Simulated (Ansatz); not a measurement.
**NaCl (Fm-3m):H_Cl, thermodynamic levels from a 54-atom cell**

Wanted: the transition levels of a hydrogen on a lattice site in NaCl (Fm-3m), from a cell of 54 host atoms with 1 Cl taken out and 1 H put in.

Main program and level: Ansatz 0.2.0; place-levels on PBEsol runs: charge-transition levels and formation energies with image-charge correction and potential alignment at the atomic sites; PAW set soft_1.

This is a report of a sequence of runs, with most program output left out.

### Step 1. The structure

The cell holds 54 atoms: 27 Na, 26 Cl and 1 H. Cell: a = 11.883 Å, b = 11.883 Å, c = 11.883 Å, α = 60.0°, β = 60.0°, γ = 60.0°. It derives from NaCl (space group Fm-3m). Nearest the centre at fractional (0.500, 0.500, 0.500): H28 at 0.00 Å, Na51 at 2.80 Å, Na47 at 2.80 Å, Na35 at 2.80 Å, Na45 at 2.80 Å, Na29 at 2.80 Å, Na33 at 2.80 Å, Cl10 at 3.96 Å.

Structure file:

```xyz
54
Lattice="0.0000 8.4029 8.4029 8.4029 0.0000 8.4029 8.4029 8.4029 0.0000" Properties=species:S:1:pos:R:3 pbc="T T T"
Na    0.0000    0.0000    0.0000
Cl    2.8010    2.8010    2.8010
Na    2.8010    2.8010    0.0000
Cl    5.6019    5.6019    2.8010
Na    5.6019    5.6019    0.0000
Cl    8.4029    8.4029    2.8010
Na    2.8010    0.0000    2.8010
Cl    5.6019    2.8010    5.6019
Na    5.6019    2.8010    2.8010
Cl    8.4029    5.6019    5.6019
Na    8.4029    5.6019    2.8010
Cl   11.2038    8.4029    5.6019
Na    5.6019    0.0000    5.6019
Cl    8.4029    2.8010    8.4029
Na    8.4029    2.8010    5.6019
Cl   11.2038    5.6019    8.4029
Na   11.2038    5.6019    5.6019
Cl   14.0048    8.4029    8.4029
Na    0.0000    2.8010    2.8010
Cl    2.8010    5.6019    5.6019
Na    2.8010    5.6019    2.8010
Cl    5.6019    8.4029    5.6019
Na    5.6019    8.4029    2.8010
Cl    8.4029   11.2038    5.6019
Na    2.8010    2.8010    5.6019
Cl    5.6019    5.6019    8.4029
Na    5.6019    5.6019    5.6019
H     8.4029    8.4029    8.4029
Na    8.4029    8.4029    5.6019
Cl   11.2038   11.2038    8.4029
Na    5.6019    2.8010    8.4029
Cl    8.4029    5.6019   11.2038
Na    8.4029    5.6019    8.4029
Cl   11.2038    8.4029   11.2038
Na   11.2038    8.4029    8.4029
Cl   14.0048   11.2038   11.2038
Na    0.0000    5.6019    5.6019
Cl    2.8010    8.4029    8.4029
Na    2.8010    8.4029    5.6019
Cl    5.6019   11.2038    8.4029
Na    5.6019   11.2038    5.6019
Cl    8.4029   14.0048    8.4029
Na    2.8010    5.6019    8.4029
Cl    5.6019    8.4029   11.2038
Na    5.6019    8.4029    8.4029
Cl    8.4029   11.2038   11.2038
Na    8.4029   11.2038    8.4029
Cl   11.2038   14.0048   11.2038
Na    5.6019    5.6019   11.2038
Cl    8.4029    8.4029   14.0048
Na    8.4029    8.4029   11.2038
Cl   11.2038   11.2038   14.0048
Na   11.2038   11.2038   11.2038
Cl   14.0048   14.0048   14.0048
```

Screening for the image-charge correction: ε∞ = 2.56, ε0 = 6.02, from a response run on this crystal (DFPT, PBEsol) at that run's own cell.

The cell's shortest repeat is 11.9 Å.

### Step 2. The runs of each charge state

A transition level is the Fermi level at which two charge states cost the same, so each charge needs its own total energy, at its own relaxed structure.

Each atom starts 0.05 Å or so off its site in a random direction: a symmetric start keeps its symmetry, and would miss off-centre moves and Jahn–Teller distortions. Forces are taken at one point at (¼, ¼, ¼). The cell holds 1 electron more than the neutral one, with a uniform background that keeps it neutral on the whole. The electron count is odd, so at least one spin is unpaired; this run locks the moment at 1 μB.

The sampling was tested on the host first: at the k-points planned (1x1x1 shifted 0.25 0.25 0.25) its energy lies 0.005 eV an atom from the dense-mesh value, under the bound of 0.02 eV set for this test; that bounds the host's error, not the defect's.

One state's input; the others differ in charge, spin, start and seed, and in occupations where the table says so.

Contents of qm1_M1.relax/input.yaml:

```yaml
crystal:
  lattice:
    - [0.0, 2.80096063, 2.80096063]
    - [2.80096063, 0.0, 2.80096063]
    - [2.80096063, 2.80096063, 0.0]
  atoms:
    - { symbol: Na, position: [0.0, 0.0, 0.0] }
    - { symbol: Cl, position: [0.5, 0.5, 0.5] }
  supercell: [3, 3, 3]
  defects: [{ substitution: { at: 27, symbol: H } }]
total_charge: -1
basis:
  ecutwfc: 420
  xc_grid: 2
hamiltonian:
  xc: pbesol
  pseudopotentials: { kind: paw, azcp: { folder: soft_1 }, xc_functional: pbe }
kpoints:
  mp_grid: { grid: [1, 1, 1], shift: [0.25, 0.25, 0.25] }
magnetization:
  spin_polarized: true
  initial_magnetization: 1
  spin_locking: { lock_magnetization: hard }
scf:
  occupations: { method: fixed }
  max_iter: 60
output:
  forces: true
  charged_corrections: { epsilon: 2.56, static_epsilon: 6.02 }
relax:
  f_tol: 0.02
  max_steps: 80
  random_displacement: { amplitude: 0.05, seed: 4404 }
checkpoint:
  write: "../qm1_M1.relax.run"
  compress: false
  write_wavefunctions: true
  write_every: 100000
```

Started as:

```sh
$ ansatz run input.yaml --threads 4 --pin off --max-ram 7536MiB --backend cpu --events-out ev --progress --plain --runs-dir out
```

The relaxed structure is kept and the sampling changed to a 2×2×2 shifted mesh.

The run of this state that the levels use, under PBEsol:

Contents of qm1_M1.point/input.yaml:

```yaml
crystal:
  checkpoint: "../qm1_M1.relax.run"
  host: checkpoint
total_charge: -1
basis:
  ecutwfc: 420
  xc_grid: 2
hamiltonian:
  xc: pbesol
  pseudopotentials: { kind: paw, azcp: { folder: soft_1 }, xc_functional: pbe }
kpoints:
  mp_grid: { grid: [2, 2, 2], shift: [0.5, 0.5, 0.5] }
magnetization:
  spin_polarized: true
  initial_magnetization: 1
  spin_locking: { lock_magnetization: hard }
scf:
  occupations: { method: fermi_dirac, width: 0.01 }
  max_iter: 60
output:
  forces: true
  eigenvalues: true
  charged_corrections:
    epsilon: 2.56
    static_epsilon: 6.02
    defect_position: [0.5, 0.5, 0.5]
  eigenstates: { localisation: true }
  populations: true
  efg: {}
  band_densities: [{ bands: [v1, v1] }, { bands: [c1, c1] }]
  write_density: true
  write_potential: true
  volumetric_format: npy
checkpoint:
  read: "../qm1_M1.relax.run"
  write: "../qm1_M1.point.run"
  compress: false
  write_wavefunctions: false
  write_every: 100000
```

Relaxations under PBEsol at one point at (¼, ¼, ¼); times on 4 threads of Arm Neoverse V2, shared host:

```tsv
charge	moment (μB)	occupations	outcome	steps	largest displacement against the far atoms (Å)	time
−1	1	fixed	converged	4	0.13	89 s
0	0	fixed	converged	4	0.12	45 s
+1	1	fixed	converged	5	0.23	1.8 min
```

Single points under PBEsol at a 2×2×2 shifted mesh; times on 4 threads of Arm Neoverse V2, shared host:

```tsv
charge	moment (μB)	occupations	outcome	time
−1	1	fermi-dirac	converged	2.8 min
0	0	fermi-dirac	converged	65 s
+1	1	fermi-dirac	converged	2.6 min
```

Distances (Å) from H28 to the nearest atoms after relaxation with PBEsol:

```tsv
charge	moment (μB)	1.	2.	3.	4.	5.	6.
−1	1	Na 2.66	Na 2.66	Na 2.68	Na 2.69	Na 2.69	Na 2.70
0	0	Na 2.68	Na 2.68	Na 2.68	Na 2.69	Na 2.69	Na 2.69
+1	1	Na 3.01	Na 3.01	Na 3.01	Na 3.05	Na 3.05	Na 3.06
```

### Step 3. Levels against the band edges, PBEsol

A charged cell interacts with its images and the background, and its potential has another zero than the host's. place-levels removes the first by a point-charge model, screened by the static dielectric constant since the ions have relaxed around the charge, and the second by comparing potentials at atoms far from the defect.

The host is a run of the defect-free crystal in the same cutoffs, grids and k-points, so that basis and sampling errors cancel in part in the differences. Its band edges come from a run of the primitive cell that searches the zone for them. Chemical potentials are energies per atom of Cl (Cl2 molecule) and H (H2 molecule), run with the same functional and cutoff.

Contents of levels.point.yaml:

```yaml
host:
  run: host.point.run
  levels_from: { run: edges.point.run }
states: [qm1_M1.point.run, q0.point.run, qp1_M1.point.run]
geometry_from:
  qm1_M1.point.run: qm1_M1.relax.run
  q0.point.run: q0.relax.run
  qp1_M1.point.run: qp1_M1.relax.run
chemical_potentials:
  Cl:
    energy: -1060.712045
    dataset: "<sha256 of the dataset>"
  H:
    energy: -15.609228
    dataset: "<sha256 of the dataset>"
epsilon: 2.56
static_epsilon: 6.02
vertical:
  - { from: qm1_M1.point.run, to: qm1_M1.point_neutral.run }
  - { from: qp1_M1.point.run, to: qp1_M1.point_neutral.run }
```

Started as:

```sh
$ ansatz place-levels levels.point.yaml -- --threads 4 --pin off --max-ram 7536MiB
```

It took 0.33 s on 4 threads of Arm Neoverse V2, shared host.

Under PBEsol the gap is 5.01 eV, (+1/0) 0.93, (0/−1) 5.06 (outside the gap) (with band filling) eV.

Levels between the charges placed, in eV above the valence top:

```tsv
	gap (eV)	(+1/0)	(0/−1)
PBEsol	5.01	0.93	5.06
```

Corrections by state:

```tsv
charge	moment (μB)	image terms and alignment (eV)	band filling (eV)	ε used	over the lowest of its charge, as the program ranks them, band filling apart (eV)
+1	1.0	0.166	-	6.02	0.000
0	0.0	0.000	-	-	0.000
−1	1.0	0.383	-0.799	6.02	0.000
```

The charged structures listed were also run neutral, and place-levels reads from each pair, by the potential or the spins, how wide the charge is by which they differ; that can be the carrier of either run.

```tsv
charge	rms radius (Å)	spread where it is widest against the cell (Å)	wide from (Å)	reading
+1	0.0	0.00	1.68	narrow
−1	8.1	4.68	1.68	wide
```

The neutral runs of these pairs need not share the spin of the lowest neutral state, and very wide values only mean spread over the cell.

From the program's caveats on the states, each cut to its opening words:

- charge +1 (1 μB), 0, −1 (1 μB): its alignment with the host at atomic sites is doubtful: the cell is too small to show whether the defect's potential has decayed: take a larger one
- charge −1 (1 μB): it parts from the run at its places by a charge that spreads by about 4.7 Å along one vector (1.7 Å or more is wide), by its potential at epsilon 2.56, taken [...]
- charge −1 (1 μB): a band-filling correction moves a carrier to the host's band edge, which changes its energy by -0.799 eV
- charge −1 (1 μB): its moments are held at its close (magnetization.spin_locking), by a field of 0.186 eV a Bohr magneton, and its energy and levels are of the state that this [...]

Chemical potentials of the elements' reference phases, run alike. Formation energy by charge state (elemental references; gap 5.01 eV):

```tsv
charge	at valence top (eV)	at conduction bottom (eV)	correction included (eV)
+1	2.62	7.63	0.17
0	3.55	3.55	0.00
−1	8.61	3.60	-0.42
```

```json
{"Fermi level (eV)": "0.00", "lowest formation energy (eV)": "2.62"}
{"Fermi level (eV)": "0.46", "lowest formation energy (eV)": "3.08"}
{"Fermi level (eV)": "0.91", "lowest formation energy (eV)": "3.53"}
{"Fermi level (eV)": "1.37", "lowest formation energy (eV)": "3.55"}
{"Fermi level (eV)": "1.82", "lowest formation energy (eV)": "3.55"}
{"Fermi level (eV)": "2.28", "lowest formation energy (eV)": "3.55"}
{"Fermi level (eV)": "2.74", "lowest formation energy (eV)": "3.55"}
{"Fermi level (eV)": "3.19", "lowest formation energy (eV)": "3.55"}
{"Fermi level (eV)": "3.65", "lowest formation energy (eV)": "3.55"}
{"Fermi level (eV)": "4.10", "lowest formation energy (eV)": "3.55"}
{"Fermi level (eV)": "4.56", "lowest formation energy (eV)": "3.55"}
{"Fermi level (eV)": "5.01", "lowest formation energy (eV)": "3.55"}
```

### Step 4. Effect of the sampling

The relaxations' own energies give the levels at their sampling, for comparison.

Contents of levels.relax_mesh.yaml:

```yaml
host:
  run: host.relax.run
  levels_from: { run: edges.relax.run }
states: [qm1_M1.relax.run, q0.relax.run, qp1_M1.relax.run]
chemical_potentials:
  Cl:
    energy: -1060.712045
    dataset: "<sha256 of the dataset>"
  H:
    energy: -15.609228
    dataset: "<sha256 of the dataset>"
```

Started as:

```sh
$ ansatz place-levels levels.relax_mesh.yaml -- --threads 4 --pin off --max-ram 7536MiB
```

The job ended after 0.11 s (4 threads).

Levels between neighbouring charges, in eV above the valence top:

```tsv
	gap (eV)	(+1/0)	(0/−1)
one point at (¼, ¼, ¼)	5.01	0.90	5.06
a 2×2×2 shifted mesh	5.01	0.93	5.06
```

Going from one point at (¼, ¼, ¼) to a 2×2×2 shifted mesh moves the levels that carry no band-filling term by up to 0.03 eV and formation energies against the elements by up to 0.06 eV; band-filling terms, which differ between samplings, are in these energies.

### Step 5. Placing the levels, r2SCAN

r2SCAN on the same structure is run to see how far the result rests on the functional, though not on the errors that semilocal functionals share; the sampling changes too, to one point at (¼, ¼, ¼), so differences hold both changes.

Contents of qm1_M1.r2scan/input.yaml:

```yaml
crystal:
  checkpoint: "../qm1_M1.relax.run"
  host: checkpoint
total_charge: -1
basis:
  ecutwfc: 500
  xc_grid: 2
hamiltonian:
  xc: r2scan
  pseudopotentials: { kind: paw, azcp: { folder: soft_1 } }
kpoints:
  mp_grid: { grid: [1, 1, 1], shift: [0.25, 0.25, 0.25] }
magnetization:
  spin_polarized: true
  initial_magnetization: 1
  spin_locking: { lock_magnetization: hard }
scf:
  occupations: { method: fermi_dirac, width: 0.01 }
  max_iter: 60
output:
  forces: true
  eigenvalues: true
  charged_corrections:
    epsilon: 2.56
    static_epsilon: 6.02
    defect_position: [0.5, 0.5, 0.5]
checkpoint:
  write: "../qm1_M1.r2scan.run"
  compress: false
  write_wavefunctions: false
  write_every: 100000
```

Elapsed: 1.7 min, on 4 threads; peak memory 4.5 GiB.

Contents of levels.r2scan.yaml:

```yaml
host:
  run: host.r2scan.run
states: [qm1_M1.r2scan.run, q0.r2scan.run, qp1_M1.r2scan.run]
geometry_from:
  qm1_M1.r2scan.run: qm1_M1.relax.run
  q0.r2scan.run: q0.relax.run
  qp1_M1.r2scan.run: qp1_M1.relax.run
chemical_potentials:
  Cl:
    energy: -1083.515636
    dataset: "<sha256 of the dataset>"
  H:
    energy: -15.945394
    dataset: "<sha256 of the dataset>"
```

Started as:

```sh
$ ansatz place-levels levels.r2scan.yaml -- --threads 4 --pin off --max-ram 7536MiB
```

Run time: 0.15 s. Hardware: 4 threads.

Under r2SCAN the gap is 5.98 eV, (+1/0) 1.18, (0/−1) 6.02 (outside the gap) (with band filling) eV.

### Step 6. Another choice

In this try the input is made faulty on purpose, to show what that does.

A choice is tested by changing it alone.

levels.try0.yaml is levels.point.yaml with these lines changed:

```diff
-static_epsilon: 6.02
+static_epsilon: 2.56
```

Started as:

```sh
$ ansatz place-levels levels.try0.yaml -- --threads 4 --pin off --max-ram 7536MiB
```

The change: the electronic dielectric constant for relaxed ions.

Levels in eV above the valence top; the changed ones are not the defect's:

```tsv
	gap (eV)	(+1/0)	(0/−1)
changed	5.01	0.64	5.06
as set up	5.01	0.93	5.06
```

The largest shift is 0.30 eV, band-filling terms included.

### Step 7. Cost and result

Levels between neighbouring charges, in eV above each run's own valence top:

```tsv
	gap (eV)	(+1/0)	(0/−1)	CPU time a state at this stage (restarts are quicker than cold starts)
PBEsol, 2×2×2 shifted mesh	5.01	0.93	5.06	8.1 min
r2SCAN on PBEsol structures, (¼, ¼, ¼)	5.98	1.18	6.02	4.9 min
```

### Step 8. What came out

| Quantity | Value |
| --- | --- |
| gap of the host | 5.01 eV (PBEsol) |
| level (plus 1/0) | 0.93 eV above the valence top |
| level (0/minus 1) | 5.06 eV above the valence top, past the conduction bottom (5.86 eV above the valence top without the band-filling term) |
| lowest of the charges placed, just above the valence top (0.02 eV) | +1 |
| lowest of the charges placed, just below the conduction bottom (0.02 eV) | 0 |
| lowest formation energy at mid-gap of the charges run, elemental references | 3.55 eV |

**Reading.** Of the charges placed (−1, 0 and +1), the lowest changes at 0.93 eV (+1/0) above the valence top, in a gap of 5.01 eV. Charges above +1 were not placed, so these runs say nothing of levels that involve them. States placed: +1 at 1 μB; 0 at 0 μB; −1 at 1 μB. Other spin states or structures, where not listed, weren't placed. The program finds carriers beyond a band edge of the host and adds a band-filling term at charge −1 (-0.80 eV); steps to such a charge show no bound level, and a defect level inside a band would be read the same way. H is taken at its element; compounds, which aren't counted here, bound the chemical potentials and would shift these formation energies. Going from one point at (¼, ¼, ¼) to a 2×2×2 shifted mesh moves the levels that carry no band-filling term by up to 0.03 eV and formation energies against the elements by up to 0.06 eV; band-filling terms, which differ between samplings, are in these energies. The program doubts the alignment of potentials for at least one state, a sign that the cell is small. What this leaves open: PBEsol makes the gap too small and tends to spread out bound carriers; where a gas molecule sets a chemical potential or the host's formation energy, its binding is uncorrected.

[Logs are printed without paths, hosts, clocks, repeated set-up lines and the standing remarks that a program may print on its own settings, such as how far it seeks lower states.]

[Hosts, paths, dates, database ids (printed as entryN), source tags and the programs' standing remarks are cut or masked in the printed files.]

[Where a table of states has a column of steps, it counts the stored structures, which are thinned; the runs took as many ionic steps or more.]

[A defect's name tells the site on which it was built; relaxed atoms can leave that site.]

[For some hosts the program warned that the k-mesh of the response run may be too coarse for force constants and the static dielectric constant; such warnings are not shown here.]
